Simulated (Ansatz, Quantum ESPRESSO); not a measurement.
# LaZn (Pm-3m): zone-centre phonons

Which modes does LaZn (Pm-3m) have at the zone centre?

Main program and level: Quantum ESPRESSO 7.5; DFT PBEsol, scalar-relativistic, plane waves, GBRV ultrasoft pseudopotentials.

### Step 1. Set-up

Symmetry: Pm-3m, No. 221, cubic system. Conventional cell: a = 3.750 Å, b = 3.750 Å, c = 3.750 Å, α = 90.00°, β = 90.00°, γ = 90.00°. Nearest to La lie 8 Zn at 3.25 Å. Nearest to Zn lie 8 La at 3.25 Å. Farther neighbours are not listed.

### Step 2. A probe with smearing

A cheap run with smearing and empty bands tells whether the crystal has a gap, which decides between fixed occupations and smearing later on.

Input file probe.in:

```
&control
   calculation = 'scf'
   prefix = 'x'
   outdir = './tmp'
   pseudo_dir = './pseudo'
   tprnfor = .true.
   tstress = .true.
   verbosity = 'high'
/
&system
   ibrav = 0
   nat = 2
   ntyp = 2
   ecutwfc = 45.0
   ecutrho = 270.0
   occupations = 'smearing'
   smearing = 'gaussian'
   degauss = 0.01
/
&electrons
   conv_thr = 1.0d-07
   mixing_beta = 0.7
   electron_maxstep = 100
/
ATOMIC_SPECIES
 La    138.9055  La.upf
 Zn     65.3800  Zn.upf
CELL_PARAMETERS angstrom
     3.750000000    0.000000000    0.000000000
     0.000000000    3.750000000    0.000000000
     0.000000000    0.000000000    3.750000000
ATOMIC_POSITIONS crystal
 La     0.500000000   0.500000000   0.500000000
 Zn     0.000000000   0.000000000   0.000000000
K_POINTS automatic
 6 6 6 0 0 0
```

Started as:

```sh
OMP_NUM_THREADS=1 mpirun -n 4 pw.x -nk 4 -in probe.in > probe.out
```

Output:

```text
[banners, grids, parts of the stress and lines that vanish by symmetry left out]
Program PWSCF v.7.5
     Message from routine setup:
     using ibrav=0 with symmetry is DISCOURAGED, use correct ibrav instead
[...]
kinetic-energy cutoff     =      45.0000  Ry
     charge density cutoff     =     270.0000  Ry
     scf convergence threshold =      1.0E-07
[...]
Exchange-correlation= SLA  PW   PSX  PSC
                           (   1   4  10   8   0   0   0)
[...]
48 Sym. Ops., with inversion, found
[...]
(     0          1          0      )
                  (     0          0          1      )
[...]
(  0.0000000  1.0000000  0.0000000 )
                  (  0.0000000  0.0000000  1.0000000 )
[...]
(     0         -1          0      )
                  (     0          0          1      )
[...]
(  0.0000000 -1.0000000  0.0000000 )
[...]
(     0          0          1      )
                  (     1          0          0      )
[...]
( -1.0000000  0.0000000  0.0000000 )
                  (  0.0000000  1.0000000  0.0000000 )
[...]
number of k points=    20  Gaussian smearing, width (Ry)=  0.0100
[...]
End of self-consistent calculation
[...]
the Fermi energy is    11.4592 ev
!    total energy              =    -563.47061651 Ry
[...]
convergence has been achieved in   9 iterations
[...]
atom    1 type  1   force =     0.00000000    0.00000000    0.00000000
     atom    2 type  2   force =     0.00000000    0.00000000    0.00000000
[...]
Total force =     0.000000     Total SCF correction =     0.000000
[...]
total   stress  (Ry/bohr**3)                   (kbar)     P=      -24.81
[...]
XML data file, charge density, pseudopotentials, collected wavefunctions

   JOB DONE.
```

It took 5.9 s on 4 MPI ranks of Intel Xeon Platinum 8488C (Sapphire Rapids), shared host.

This step gave:

```
volume per atom   : 26.37 Å³
pressure          : -2.481 GPa
gap on the k-mesh : 0 eV
```

No gap opens on this mesh, so smearing is kept; the start stands at -2.5 GPa.

### Step 3. Relaxation

The harmonic expansion starts where the forces on the atoms vanish, and stress shifts the frequencies, so cell and atoms are relaxed with tight thresholds.

Input file relax.in:

```
&control
   calculation = 'vc-relax'
   prefix = 'x'
   outdir = './tmp'
   pseudo_dir = './pseudo'
   tprnfor = .true.
   tstress = .true.
   forc_conv_thr = 2.0d-05
   etot_conv_thr = 1.0d-07
   nstep = 40
/
&system
   ibrav = 0
   nat = 2
   ntyp = 2
   ecutwfc = 45.0
   ecutrho = 270.0
   occupations = 'smearing'
   smearing = 'mv'
   degauss = 0.02
/
&electrons
   conv_thr = 1.0d-11
   mixing_beta = 0.7
   electron_maxstep = 100
/
&ions
/
&cell
   press_conv_thr = 0.1
/
ATOMIC_SPECIES
 La    138.9055  La.upf
 Zn     65.3800  Zn.upf
CELL_PARAMETERS angstrom
     3.750000000    0.000000000    0.000000000
     0.000000000    3.750000000    0.000000000
     0.000000000    0.000000000    3.750000000
ATOMIC_POSITIONS crystal
 La     0.500000000   0.500000000   0.500000000
 Zn     0.000000000   0.000000000   0.000000000
K_POINTS automatic
 8 8 8 0 0 0
```

Started as:

```sh
OMP_NUM_THREADS=1 mpirun -n 4 pw.x -nk 4 -in relax.in > relax.out
```

Output:

```text
[banners, grids, parts of the stress and lines that vanish by symmetry left out]
[banner, memory and clock lines left out]
Program PWSCF v.7.5

[...]
kinetic-energy cutoff     =      45.0000  Ry
     charge density cutoff     =     270.0000  Ry
     scf convergence threshold =      1.0E-11
[...]
energy convergence thresh.=      1.0E-07
     force convergence thresh. =      2.0E-05
     press convergence thresh. =      1.0E-01
     Exchange-correlation= SLA  PW   PSX  PSC
                           (   1   4  10   8   0   0   0)
[...]
48 Sym. Ops., with inversion, found
[...]
number of k points=    35  Marzari-Vanderbilt smearing, width (Ry)=  0.0200
[...]
End of self-consistent calculation
[...]
the Fermi energy is    11.4872 ev
!    total energy              =    -563.46949552 Ry
[...]
convergence has been achieved in  13 iterations
[...]
atom    1 type  1   force =     0.00000000    0.00000000    0.00000000
     atom    2 type  2   force =     0.00000000    0.00000000    0.00000000
     Total force =     0.000000     Total SCF correction =     0.000000
[...]
total   stress  (Ry/bohr**3)                   (kbar)     P=      -22.74
[...]
number of bfgs steps    =   0
[...]
CELL_PARAMETERS (angstrom)
[...]
ATOMIC_POSITIONS (crystal)
La               0.5000000000        0.5000000000        0.5000000000
Zn               0.0000000000        0.0000000000        0.0000000000
[...]
New effective cutoffs (rho, wfc):  270.95   45.33
[...]
End of self-consistent calculation
[...]
the Fermi energy is    11.6450 ev
!    total energy              =    -563.47006035 Ry
[...]
convergence has been achieved in   9 iterations
[...]
atom    1 type  1   force =     0.00000000    0.00000000    0.00000000
     atom    2 type  2   force =     0.00000000    0.00000000    0.00000000
     Total force =     0.000000     Total SCF correction =     0.000000
[...]
total   stress  (Ry/bohr**3)                   (kbar)     P=      -17.65
[...]
number of bfgs steps    =   1
[...]
CELL_PARAMETERS (angstrom)
[...]
ATOMIC_POSITIONS (crystal)
La               0.5000000000        0.5000000000        0.5000000000
Zn               0.0000000000        0.0000000000        0.0000000000
[...]
New effective cutoffs (rho, wfc):  274.13   45.86
[...]
End of self-consistent calculation
[...]
the Fermi energy is    11.8860 ev
!    total energy              =    -563.47062290 Ry
[...]
convergence has been achieved in  11 iterations
[...]
atom    1 type  1   force =     0.00000000    0.00000000    0.00000000
     atom    2 type  2   force =     0.00000000    0.00000000    0.00000000
     Total force =     0.000000     Total SCF correction =     0.000000
[...]
total   stress  (Ry/bohr**3)                   (kbar)     P=       -9.35
[...]
number of bfgs steps    =   2
[...]
CELL_PARAMETERS (angstrom)
[...]
ATOMIC_POSITIONS (crystal)
[...]
New effective cutoffs (rho, wfc):  277.70   46.46
[...]
End of self-consistent calculation
[...]
the Fermi energy is    12.1576 ev
!    total energy              =    -563.47082485 Ry
[...]
convergence has been achieved in  11 iterations
[...]
atom    1 type  1   force =     0.00000000    0.00000000    0.00000000
     atom    2 type  2   force =     0.00000000    0.00000000    0.00000000
     Total force =     0.000000     Total SCF correction =     0.000000
[...]
total   stress  (Ry/bohr**3)                   (kbar)     P=        0.57
[...]
number of bfgs steps    =   3
[...]
CELL_PARAMETERS (angstrom)
[...]
ATOMIC_POSITIONS (crystal)
[...]
New effective cutoffs (rho, wfc):  277.49   46.43
[...]
End of self-consistent calculation
[...]
the Fermi energy is    12.1419 ev
!    total energy              =    -563.47082556 Ry
[...]
convergence has been achieved in   9 iterations
[...]
atom    1 type  1   force =     0.00000000    0.00000000    0.00000000
     atom    2 type  2   force =     0.00000000    0.00000000    0.00000000
     Total force =     0.000000     Total SCF correction =     0.000000
[...]
total   stress  (Ry/bohr**3)                   (kbar)     P=       -0.02
[...]
number of bfgs steps    =   4
[...]
small trust_radius: resetting bfgs history
[...]
CELL_PARAMETERS (angstrom)
[...]
ATOMIC_POSITIONS (crystal)
[...]
New effective cutoffs (rho, wfc):  277.49   46.43
[...]
End of self-consistent calculation
[...]
the Fermi energy is    12.1421 ev
!    total energy              =    -563.47082556 Ry
[...]
convergence has been achieved in   3 iterations
[...]
atom    1 type  1   force =     0.00000000    0.00000000    0.00000000
     atom    2 type  2   force =     0.00000000    0.00000000    0.00000000
     Total force =     0.000000     Total SCF correction =     0.000000
[...]
total   stress  (Ry/bohr**3)                   (kbar)     P=       -0.01
[...]
bfgs converged in   6 scf cycles and   5 bfgs steps
[...]
End of BFGS Geometry Optimization
     Final enthalpy           =    -563.4708255572 Ry
     File ./tmp/x.bfgs deleted, as requested
[...]
CELL_PARAMETERS (angstrom)
[...]
ATOMIC_POSITIONS (crystal)
La               0.5000000000        0.5000000000        0.5000000000
Zn               0.0000000000        0.0000000000        0.0000000000
[...]
Final scf calculation at the relaxed structure.
[...]
kinetic-energy cutoff     =      45.0000  Ry
     charge density cutoff     =     270.0000  Ry
     scf convergence threshold =      1.0E-13
[...]
press convergence thresh. =      1.0E-01
     Exchange-correlation= SLA  PW   PSX  PSC
                           (   1   4  10   8   0   0   0)
[...]
48 Sym. Ops., with inversion, found
[...]
number of k points=    35  Marzari-Vanderbilt smearing, width (Ry)=  0.0200
[...]
c_bands:  1 eigenvalues not converged
     c_bands:  1 eigenvalues not converged
     c_bands:  1 eigenvalues not converged
[...]
End of self-consistent calculation
[...]
the Fermi energy is    12.1421 ev
!    total energy              =    -563.47053260 Ry
[...]
convergence has been achieved in  17 iterations
[...]
atom    1 type  1   force =     0.00000000    0.00000000    0.00000000
     atom    2 type  2   force =     0.00000000    0.00000000    0.00000000
     Total force =     0.000000     Total SCF correction =     0.000000
[...]
total   stress  (Ry/bohr**3)                   (kbar)     P=        0.44
[...]
XML data file, charge density, pseudopotentials, collected wavefunctions
```

It took 43 s on 4 MPI ranks; 2.8 min of CPU time.

Relaxation path:

```
step  energy less that of the first step (eV)  largest force (eV/Å)  pressure (GPa)  volume (Å³)
   1                                   0.0000                0.0000           -2.27        52.73
   2                                  -0.0077                0.0000           -1.76        52.13
   3                                  -0.0153                0.0000           -0.93        51.22
   4                                  -0.0181                0.0000            0.06        50.24
   5                                  -0.0181                0.0000            0.00        50.29
   6                                  -0.0181                0.0000            0.00        50.29
   7                                  -0.0141                0.0000            0.04        50.29
```

```
conventional cell, symmetrised  before  after  change
                         a (Å)   3.750  3.691  -1.6 %
                         b (Å)   3.750  3.691  -1.6 %
                         c (Å)   3.750  3.691  -1.6 %
              volume (Å³/atom)   26.37  25.15  -4.6 %
```

Final coordinates:

```cif
data_structure
_symmetry_space_group_name_H-M 'P 1'
_symmetry_Int_Tables_number 1
_cell_length_a 3.6912
_cell_length_b 3.6912
_cell_length_c 3.6912
_cell_angle_alpha 90.000
_cell_angle_beta 90.000
_cell_angle_gamma 90.000
_cell_volume 50.29
loop_
_atom_site_label
_atom_site_type_symbol
_atom_site_fract_x
_atom_site_fract_y
_atom_site_fract_z
_atom_site_occupancy
La1 La 0.50000 0.50000 0.50000 1
Zn2 Zn 0.00000 0.00000 0.00000 1
```

The last row of the table of steps is pw.x's closing run on a basis chosen anew for the final cell, so its energy can jump.

Read from the output:

```yaml
volume_per_atom: 25.15 Å³
pressure: 0.04400 GPa
```

The volume changes by -4.6 % from the cell with which this run began.

### Step 4. Ground state

The response is built on this ground state, so it is converged far tighter than an energy would need. Smearing stays on, as the first look found no gap above 0.3 eV.

Input file scf.in:

```
&control
   calculation = 'scf'
   prefix = 'x'
   outdir = './tmp'
   pseudo_dir = './pseudo'
   tprnfor = .true.
   tstress = .true.
/
&system
   ibrav = 0
   nat = 2
   ntyp = 2
   ecutwfc = 45.0
   ecutrho = 270.0
   occupations = 'smearing'
   smearing = 'mv'
   degauss = 0.02
/
&electrons
   conv_thr = 1.0d-12
   mixing_beta = 0.7
   electron_maxstep = 100
/
ATOMIC_SPECIES
 La    138.9055  La.upf
 Zn     65.3800  Zn.upf
CELL_PARAMETERS angstrom
     3.691205537    0.000000000    0.000000000
     0.000000000    3.691205537    0.000000000
     0.000000000    0.000000000    3.691205537
ATOMIC_POSITIONS crystal
 La     0.500000000   0.500000000   0.500000000
 Zn     0.000000000   0.000000000   0.000000000
K_POINTS automatic
 8 8 8 0 0 0
```

Started as:

```sh
OMP_NUM_THREADS=1 mpirun -n 4 pw.x -nk 4 -in scf.in > scf.out
```

Output:

```text
[banners, grids, parts of the stress and lines that vanish by symmetry left out]
[banner, memory and clock lines left out]
Program PWSCF v.7.5

[...]
kinetic-energy cutoff     =      45.0000  Ry
     charge density cutoff     =     270.0000  Ry
     scf convergence threshold =      1.0E-12
[...]
Exchange-correlation= SLA  PW   PSX  PSC
                           (   1   4  10   8   0   0   0)
[...]
48 Sym. Ops., with inversion, found
[...]
number of k points=    35  Marzari-Vanderbilt smearing, width (Ry)=  0.0200
[...]
End of self-consistent calculation
[...]
the Fermi energy is    12.1421 ev
!    total energy              =    -563.47053260 Ry
[...]
convergence has been achieved in  15 iterations
[...]
atom    1 type  1   force =     0.00000000    0.00000000    0.00000000
     atom    2 type  2   force =     0.00000000    0.00000000    0.00000000
     Total force =     0.000000     Total SCF correction =     0.000000
[...]
total   stress  (Ry/bohr**3)                   (kbar)     P=        0.44
[...]
XML data file, charge density, pseudopotentials, collected wavefunctions
```

It took 9.4 s on 4 MPI ranks.

The cell stands at 0.044 GPa, close enough for phonons.

(Continued in part 2 of 3.)

[Host names and launcher messages were left out of these logs when they were recorded.]

[Logs are printed without paths, hosts, clocks, repeated set-up lines and the standing remarks that a program may print on its own settings, such as how far it seeks lower states.]

[Hosts, paths, dates, database ids (printed as entryN), source tags and the programs' standing remarks are cut or masked in the printed files.]
